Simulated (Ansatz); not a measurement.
## Resistivity from frozen vibrations: Re(0001) with 2 thermally displaced layers, 2x2

Wanted: the phonon-limited resistivity of Re at 500 K by the Landauer route.

Method: Ansatz plane-wave DFT, PBE, PAW files; ballistic transport by layer matching (Landauer), zero bias; PAW set soft_1, in Ansatz 0.2.0.

This is a report of a sequence of runs, with most program output left out.

## (1) Starting point

The cell holds 48 atoms: 48 Re. Its edges and angles: a = 5.522 Å, b = 5.522 Å, c = 26.749 Å, α = 90.0°, β = 90.0°, γ = 120.0°. It derives from Re. Regions: lead, 40 atoms (40 Re); scattering region, 8 atoms (8 Re). The structure is stacked along c, and the current runs across the ab planes.

## (2) With 2 displaced layers

Each atom of 2 layers is moved at random, by amounts drawn from a normal law 0.0464 Å wide in each direction from the Debye model (430 K) at 500 K. The layers about the cell's end stay perfect and serve as the lead. Disorder leaves little or no symmetry, which makes such runs dear. Energies from -0.05 to 0.05 eV in steps of 0.05 eV are too few for the program's thermal sum, so it prints no conductance; for a metal the transmission near the Fermi level serves, at a fraction of the cost.

File input.yaml:

```yaml
crystal:
  lattice:
    - [5.5216, 0.0, 0.0]
    - [-2.7608, 4.7818458695, 0.0]
    - [0.0, 0.0, 26.7492]
  atoms:
    - { symbol: Re, position: [0.1666666667, 0.3333333333, 0.0416666667] }
    - { symbol: Re, position: [0.1666666667, 0.8333333333, 0.0416666667] }
    - { symbol: Re, position: [0.6666666667, 0.3333333333, 0.0416666667] }
    - { symbol: Re, position: [0.6666666667, 0.8333333333, 0.0416666667] }
    - { symbol: Re, position: [0.3333333333, 0.1666666667, 0.125] }
    - { symbol: Re, position: [0.3333333333, 0.6666666667, 0.125] }
    - { symbol: Re, position: [0.8333333333, 0.1666666667, 0.125] }
    - { symbol: Re, position: [0.8333333333, 0.6666666667, 0.125] }
[... 36 atom lines left out ...]
    - { symbol: Re, position: [0.3333333333, 0.1666666667, 0.9583333333] }
    - { symbol: Re, position: [0.3333333333, 0.6666666667, 0.9583333333] }
    - { symbol: Re, position: [0.8333333333, 0.1666666667, 0.9583333333] }
    - { symbol: Re, position: [0.8333333333, 0.6666666667, 0.9583333333] }
kpoints:
  mp_grid: { grid: [5, 5, 1] }
hamiltonian:
  xc: pbe
  pseudopotentials: { kind: paw, azcp: { folder: soft_1 } }
scf:
  occupations: { method: fermi_dirac, width: 0.1 }
output:
  transmission:
    leads: [[0, 8]]
    kmesh: [10, 10]
    e_range: [-0.05, 0.05]
    de: 0.05
  write_potential: true
  write_density: true
  volumetric_format: npy
  elf: true
```

Launch:

```sh
> ansatz run input.yaml --threads 4 --pin off --max-ram 15360MiB --backend cpu --events-out ev --progress --plain --runs-dir out
```

Run time: 10 min. Hardware: 4 threads of Arm Neoverse V1, shared host; peak memory 6.5 GiB.

Numbers from this step:

```
free energy                                    : -521726.3975 eV
energy at zero smearing                        : -521725.7317 eV
Fermi energy                                   : 24.06 eV
cell area                                      : 26.40 Å²
transmission per spin nearest the Fermi level  : 5.008
open channels per spin nearest the Fermi level : 5.38
step of the lead's potential                   : 7.7 meV
```

Per spin. Transmission, zone mean against energy, zero at the Fermi level:

| energy (eV) | transmission, zone mean |
| --- | --- |
| -0.0500 | 4.90 |
| 0.0000 | 5.01 |
| 0.0500 | 4.78 |

Per spin. Table of open channels, zone mean, lead by energy, zero at the Fermi level:

| energy (eV) | open channels, zone mean, lead |
| --- | --- |
| -0.0500 | 5.32 |
| 0.0000 | 5.38 |
| 0.0500 | 5.14 |

Transmission over k1 and k2. At 0.0000 eV from the Fermi level.

Ten even steps from '0' (2.8) to '9' (10.5):
```
1310131111
2111111211
1018881021
1108998111
1318999813
1111899801
1120188810
2112111111
1111131013
1122111221
```
Columns: k1 (b1) from -0.5 to 0.4; rows upwards: k2 (b2) from -0.5 to 0.4.

Open channels over k1 and k2. At 0.0000 eV from the Fermi level.

Values, 10 rows by 10 columns:
```
 4.0  6.0  4.0  3.0  4.0  6.0  4.0  4.0  4.0  4.0
 5.0  4.0  4.0  4.0  4.0  4.0  4.0  5.0  4.0  4.0
 5.0  3.0  4.0 10.0 10.0 10.0  4.0  3.0  5.0  4.0
 4.0  4.0  4.0 10.0 11.0 11.0 10.0  4.0  4.0  4.0
 4.0  6.0  4.0 10.0 11.0 10.0 11.0 10.0  4.0  6.0
 4.0  4.0  4.0  4.0 10.0 11.0 11.0 10.0  4.0  4.0
 5.0  4.0  5.0  3.0  4.0 10.0 10.0 10.0  4.0  3.0
 5.0  4.0  4.0  5.0  4.0  4.0  4.0  4.0  4.0  4.0
 4.0  4.0  4.0  4.0  4.0  6.0  4.0  3.0  4.0  6.0
 4.0  4.0  5.0  5.0  4.0  4.0  4.0  5.0  5.0  4.0
```
Columns: k1 (b1) from -0.5 to 0.4; rows upwards: k2 (b2) from -0.5 to 0.4.

ELF in the ca plane at fractional y = 0.165, with atoms of Re within 0.2 Å of it. It is the smooth field of the valence electrons, not physical close to the nuclei.

Ten even steps from '0' (0.23) to '9' (0.70), each cell a mean:
```
00131278512200132279722200022158721310022158
22331698941432341697951421241498961332242398
32431796951432331696951432341496971342341496
11231499822311231389821311131289941321132279
11122134212111112123212101012124312211112124
34102211221024201211121013101211122014301221
34102211221024201211122013102221222014301221
01012034212101012024302200012024302201012124
11231499832321231399941321232289941321132289
32431796951432341595961432341595971342341496
22331698941422341498951432341498961331242398
11122268512211122158622310132158621311122158
23112111112023102112112112102112112113202211
34202322231035202322332025201322232015301322
12102111112012112112112024202111112012102211
```
Columns run along c (16.0 Å, from fractional 0.20 to 0.80 of the cell), rows up along a (5.5 Å). Atoms in or near the plane, at fractional coordinates: Re at (0.29, 0.33), Re at (0.29, 0.83), Re at (0.46, 0.33), Re at (0.46, 0.85), Re at (0.62, 0.33), Re at (0.62, 0.83), Re at (0.79, 0.33), Re at (0.79, 0.83).

Valence density in the ca plane at fractional y = 0.165, with atoms of Re within 0.2 Å of it. It is the smooth field of the valence electrons, not physical close to the nuclei.

Ten even steps from '0' (0.3 e/Å³) to '9' (7.0 e/Å³), each cell a mean:
```
00000134200000000145310000000024310000000024
00000289620000000389720000000269830000000169
00000399720000000389720000000279830000000179
00000157410000000146410000000147520000000147
00000012100000000011000000000012100000000012
11100000000011100000000001000000000001100000
11000000000011100000000001000000000001100000
00000012100000000012100000000012100000000012
00000167510000000157520000000147620000000147
00000399720000000289830000000279830000000179
00000279620000000269720000000169730000000169
00000134200000000024310000000024310000000024
11000000000001000000000001000000000001100000
12100000000012100000000012100000000012100000
11000000000001000001000011100000000001100000
```
Columns run along c (16.0 Å, from fractional 0.20 to 0.80 of the cell), rows up along a (5.5 Å). Atoms in or near the plane, at fractional coordinates: Re at (0.29, 0.33), Re at (0.29, 0.83), Re at (0.46, 0.33), Re at (0.46, 0.85), Re at (0.62, 0.33), Re at (0.62, 0.83), Re at (0.79, 0.33), Re at (0.79, 0.83).

Electrostatic potential energy in the ca plane at fractional y = 0.165, with atoms of Re within 0.2 Å of it. With pseudopotentials it is smooth inside the atoms' cores, unlike the true potential.

Values in eV, 8 rows by 16 columns, each cell a mean:
```
 20  17 -31   1  21  21 -16 -24  19  18  10 -33  10  20  21 -22
 23  14 -44  -7  23  22 -22 -30  21  23   5 -46   5  23  21 -33
  6  20   2  16  11  15  13  11  19  10  19   1  19   8  18   7
 -1  20  17  21   5  11  20  18  18   6  22  16  22   1  16  18
 20  17 -31   1  21  21 -10 -24  21  21  11 -33  10  20  21 -22
 23  14 -44  -7  23  23 -20 -35  20  24   5 -46   5  23  21 -33
  6  20   2  16  11  15  12   6  18  11  19   1  19   8  18   7
 -1  20  17  21   5  11  18  16  13   0  22  16  21   1  16  18
```
Columns run along c (16.0 Å, from fractional 0.20 to 0.80 of the cell; values clipped at the 3rd and 97th percentile), rows up along a (5.5 Å). Atoms in or near the plane, at fractional coordinates: Re at (0.29, 0.33), Re at (0.29, 0.83), Re at (0.46, 0.33), Re at (0.46, 0.85), Re at (0.62, 0.33), Re at (0.62, 0.83), Re at (0.79, 0.33), Re at (0.79, 0.83).

Over the solved energies the transmission per spin lies between 4.78 and 5.01, out of 5.28 channels of the lead on average (up to 5.38).

## (3) With 6 displaced layers

Each atom of 6 layers is moved at random, by amounts drawn from a normal law 0.0464 Å wide in each direction from the Debye model (430 K) at 500 K. A fresh draw is used; the growth of the resistance with length is what counts.

System of this step: Re(0001) with 6 thermally displaced layers, 2x2. The cell holds 64 atoms: 64 Re. Cell: a = 5.522 Å, b = 5.522 Å, c = 35.666 Å, α = 90.0°, β = 90.0°, γ = 120.0°. It derives from Re. Regions: lead, 40 atoms (40 Re); scattering region, 24 atoms (24 Re). The structure is stacked along c, and the current runs across the ab planes.

File input.yaml:

```yaml
crystal:
  lattice:
    - [5.5216, 0.0, 0.0]
    - [-2.7608, 4.7818458695, 0.0]
    - [0.0, 0.0, 35.6656]
  atoms:
    - { symbol: Re, position: [0.1666666667, 0.3333333333, 0.03125] }
    - { symbol: Re, position: [0.1666666667, 0.8333333333, 0.03125] }
    - { symbol: Re, position: [0.6666666667, 0.3333333333, 0.03125] }
    - { symbol: Re, position: [0.6666666667, 0.8333333333, 0.03125] }
    - { symbol: Re, position: [0.3333333333, 0.1666666667, 0.09375] }
    - { symbol: Re, position: [0.3333333333, 0.6666666667, 0.09375] }
    - { symbol: Re, position: [0.8333333333, 0.1666666667, 0.09375] }
    - { symbol: Re, position: [0.8333333333, 0.6666666667, 0.09375] }
[... 52 atom lines left out ...]
    - { symbol: Re, position: [0.3333333333, 0.1666666667, 0.96875] }
    - { symbol: Re, position: [0.3333333333, 0.6666666667, 0.96875] }
    - { symbol: Re, position: [0.8333333333, 0.1666666667, 0.96875] }
    - { symbol: Re, position: [0.8333333333, 0.6666666667, 0.96875] }
kpoints:
  mp_grid: { grid: [5, 5, 1] }
hamiltonian:
  xc: pbe
  pseudopotentials: { kind: paw, azcp: { folder: soft_1 } }
scf:
  occupations: { method: fermi_dirac, width: 0.1 }
output:
  transmission:
    leads: [[0, 8]]
    kmesh: [10, 10]
    e_range: [-0.05, 0.05]
    de: 0.05
  write_potential: true
  write_density: true
  volumetric_format: npy
```

Run time: 17 min. Hardware: 4 threads; peak memory 10 GiB.

This step gave:

```yaml
free_energy: -695634.5505 eV
energy_at_zero_smearing: -695633.6755 eV
fermi_energy: 24.07 eV
transmission_per_spin_nearest_the_fermi_level: 4.168
step_of_the_lead_s_potential: 6 meV
```

Per spin. The transmission, zone mean by energy, zero at the Fermi level:

| energy (eV) | transmission, zone mean |
| --- | --- |
| -0.0500 | 4.09 |
| 0.0000 | 4.17 |
| 0.0500 | 4.04 |

Over the solved energies the transmission per spin lies between 4.04 and 4.17, out of 5.28 channels of the lead on average (up to 5.38).

## (4) With 10 displaced layers

Each atom of 10 layers is moved at random, by amounts drawn from a normal law 0.0464 Å wide in each direction from the Debye model (430 K) at 500 K. A fresh draw is used; the growth of the resistance with length is what counts.

System of this step: Re(0001) with 10 thermally displaced layers, 2x2. The cell holds 80 atoms: 80 Re. Its edges and angles: a = 5.522 Å, b = 5.522 Å, c = 44.582 Å, α = 90.0°, β = 90.0°, γ = 120.0°. It derives from Re. Regions: lead, 40 atoms (40 Re); scattering region, 40 atoms (40 Re). The structure is stacked along c, and the current runs across the ab planes.

File input.yaml:

```yaml
crystal:
  lattice:
    - [5.5216, 0.0, 0.0]
    - [-2.7608, 4.7818458695, 0.0]
    - [0.0, 0.0, 44.582]
  atoms:
    - { symbol: Re, position: [0.1666666667, 0.3333333333, 0.025] }
    - { symbol: Re, position: [0.1666666667, 0.8333333333, 0.025] }
    - { symbol: Re, position: [0.6666666667, 0.3333333333, 0.025] }
    - { symbol: Re, position: [0.6666666667, 0.8333333333, 0.025] }
    - { symbol: Re, position: [0.3333333333, 0.1666666667, 0.075] }
    - { symbol: Re, position: [0.3333333333, 0.6666666667, 0.075] }
    - { symbol: Re, position: [0.8333333333, 0.1666666667, 0.075] }
    - { symbol: Re, position: [0.8333333333, 0.6666666667, 0.075] }
[... 68 atom lines left out ...]
    - { symbol: Re, position: [0.3333333333, 0.1666666667, 0.975] }
    - { symbol: Re, position: [0.3333333333, 0.6666666667, 0.975] }
    - { symbol: Re, position: [0.8333333333, 0.1666666667, 0.975] }
    - { symbol: Re, position: [0.8333333333, 0.6666666667, 0.975] }
kpoints:
  mp_grid: { grid: [5, 5, 1] }
hamiltonian:
  xc: pbe
  pseudopotentials: { kind: paw, azcp: { folder: soft_1 } }
scf:
  occupations: { method: fermi_dirac, width: 0.1 }
output:
  transmission:
    leads: [[0, 8]]
    kmesh: [10, 10]
    e_range: [-0.05, 0.05]
    de: 0.05
  write_potential: true
  write_density: true
  volumetric_format: npy
```

It took 28 min on 4 threads; peak memory 8.4 GiB.

This step gave:

| Item | Value |
| --- | --- |
| free energy | -869542.7550 eV |
| energy at zero smearing | -869541.6645 eV |
| Fermi energy | 24.06 eV |
| transmission per spin nearest the Fermi level | 3.642 |
| step of the lead's potential | 6.1 meV |

Per spin. Transmission, zone mean against energy, zero at the Fermi level:

| energy (eV) | transmission, zone mean |
| --- | --- |
| -0.0500 | 3.58 |
| 0.0000 | 3.64 |
| 0.0500 | 3.45 |

Over the solved energies the transmission per spin lies between 3.45 and 3.64, out of 5.26 channels of the lead on average (up to 5.38).

## (5) Resistance against length

This step: Ansatz plane-wave DFT, PBE, PAW files; ballistic transport by layer matching (Landauer), zero bias; resistivity from the slope of the area resistance; PAW set soft_1 (Ansatz 0.2.0).

This step gave:

```
resistivity           : 14.52 µΩ cm
intercept             : -0.01201 fΩ m²
scatter about the fit : 0.002500 fΩ m²
```

Resistance, by row:

| run | length (Å) | T | channels N | RA (fΩ m²) |
| --- | --- | --- | --- | --- |
| n2 | 4.458 | 4.894 | 5.28 | 0.05094 |
| n6 | 13.37 | 4.1 | 5.28 | 0.1857 |
| n10 | 22.29 | 3.558 | 5.26 | 0.3098 |

The area resistance by length of the displaced region:

| length of the displaced region (Å) | area resistance (fΩ m²) |
| --- | --- |
| 4.46 | 0.0509 |
| 13.37 | 0.186 |
| 22.29 | 0.310 |

The area resistance goes from 0.051 to 0.31 fΩ m² between 4.5 and 22.3 Å, a slope of 15 µΩ cm.

By hand from the end points: (0.3098 − 0.05094) fΩ m² / (22.29 − 4.46) Å = 15 µΩ cm, since 1 fΩ m² per Å is 1000 µΩ cm.

## (6) What came out

```
resistivity from the slope  : 14.5 µΩ cm
area resistance over 4.46 Å : 0.0509 fΩ m²
area resistance over 13.4 Å : 0.186 fΩ m²
area resistance over 22.3 Å : 0.310 fΩ m²
```

**Reading.** The slope gives 15 µΩ cm. The points scatter by 0.0025 fΩ m² about the line, with one random draw a length in a 2x2 cell, so the slope is a rough value. The mean square of the displacements drawn is 0.73, 0.99 and 0.93 of the nominal one at the three lengths; with each resistance scaled back by that, the slope is 15 µΩ cm, the value used below. Read with a model of isotropic scattering on a spherical Fermi surface and the lead's 1.5×10¹⁵ S/m², this slope means a mean free path near 35 Å; over these lengths the model's slope is 1.08 times its bulk resistivity, which would be 14 µΩ cm. Uncorrelated displacements put too much weight on short waves, which scatter strongly; with the sideways repeat of a small cell, one draw and three short lengths, the method is good to a factor of two or three. Spin-orbit coupling is left out, which matters for Re.

[Logs are printed without paths, hosts, clocks, repeated set-up lines and the standing remarks that a program may print on its own settings, such as how far it seeks lower states.]

[Hosts, paths, dates, database ids (printed as entryN), source tags and the programs' standing remarks are cut or masked in the printed files.]
